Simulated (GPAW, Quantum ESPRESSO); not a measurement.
The Be K edge of atom 1 in Be (Im-3m), with 8 Be at 2.17 Å and 6 Be at 2.51 Å (cube and octahedron, as in bcc, site symmetry m-3m), was computed in 2 ways: excited-electron core hole (neutral cell) and no core hole. Program and functional: Quantum ESPRESSO XSpectra, LDA, Lorentzian half width 0.3 eV up to 4 eV, rising linearly to 2.5 eV at 25 eV; cells of 1 and 27 atoms (the run without a hole in the smaller).

Each run is counted from its own lowest empty level or Fermi level and scaled to a mean of 1 over its first 20 eV.

| E (eV) | run 1 | run 2 |
| --- | --- | --- |
| -2.00 | 0.03 | 0.05 |
| -1.25 | 0.04 | 0.09 |
| -0.50 | 0.08 | 0.23 |
| 0.25 | 0.27 | 0.94 |
| 1.00 | 0.56 | 0.99 |
| 1.75 | 0.54 | 0.87 |
| 2.50 | 0.58 | 0.78 |
| 3.25 | 0.51 | 1.17 |
| 4.00 | 0.74 | 1.37 |
| 4.75 | 0.67 | 1.49 |
| 5.50 | 0.83 | 1.25 |
| 6.25 | 0.82 | 1.13 |
| 7.00 | 0.90 | 1.11 |
| 7.75 | 0.87 | 1.16 |
| 8.50 | 0.96 | 1.19 |
| 9.25 | 0.98 | 1.23 |
| 10.00 | 1.11 | 1.35 |
| 10.75 | 1.21 | 1.40 |
| 11.50 | 1.31 | 1.26 |
| 12.25 | 1.34 | 1.10 |
| 13.00 | 1.37 | 1.00 |
| 13.75 | 1.41 | 0.98 |
| 14.50 | 1.49 | 0.95 |
| 15.25 | 1.57 | 0.88 |
| 16.00 | 1.56 | 0.76 |
| 16.75 | 1.43 | 0.64 |
| 17.50 | 1.22 | 0.54 |
| 18.25 | 1.01 | 0.47 |
| 19.00 | 0.85 | 0.43 |
| 19.75 | 0.73 | 0.41 |
| 20.50 | 0.66 | 0.41 |
| 21.25 | 0.63 | 0.42 |
| 22.00 | 0.62 | 0.45 |
| 22.75 | 0.64 | 0.49 |
| 23.50 | 0.67 | 0.53 |
| 24.25 | 0.71 | 0.57 |
| 25.00 | 0.75 | 0.60 |
| 25.75 | 0.80 | 0.61 |
| 26.50 | 0.83 | 0.61 |
| 27.25 | 0.84 | 0.61 |
| 28.00 | 0.85 | 0.59 |
| 28.75 | 0.84 | 0.58 |
| 29.50 | 0.84 | 0.57 |
| 30.25 | 0.83 | 0.57 |
| 31.00 | 0.82 | 0.57 |
| 31.75 | 0.81 | 0.58 |

This is not the structure that Be takes at ambient pressure and room temperature (hexagonal, No. 194); it is a model or a phase of other conditions.

Which run is which?

Run 1: no core hole (area from −2 to 6 eV 3.7, main maxima 0.9 eV (0.57), 4.2 eV (0.82), 5.8 eV (0.87), 7.1 eV (0.91) and 15.5 eV (1.58)). Run 2: excited-electron core hole (neutral cell) (area from −2 to 6 eV 7.1, main maxima 0.5 eV (1.21), 3.3 eV (1.19), 4.6 eV (1.51) and 10.6 eV (1.41)). With each curve scaled to its own mean, the area from −2 to 6 eV with the hole is 7.1 against 3.7, and the centre of weight from −1 to 20 eV moves by -2.6 eV: the hole pulls the absorber's empty states down.

[Hosts, paths, dates, database ids (printed as entryN), source tags and the programs' standing remarks are cut or masked in the printed files.]

[Lists of maxima count a maximum above −3 eV only where it reaches 4 % of the highest in the window and stands out from its surroundings by 2 % of it (1.5 % where it reaches 55 %); shoulders and weaker maxima are passed over, and of the rest the first, up to two pre-edge ones and the few strongest are named.]
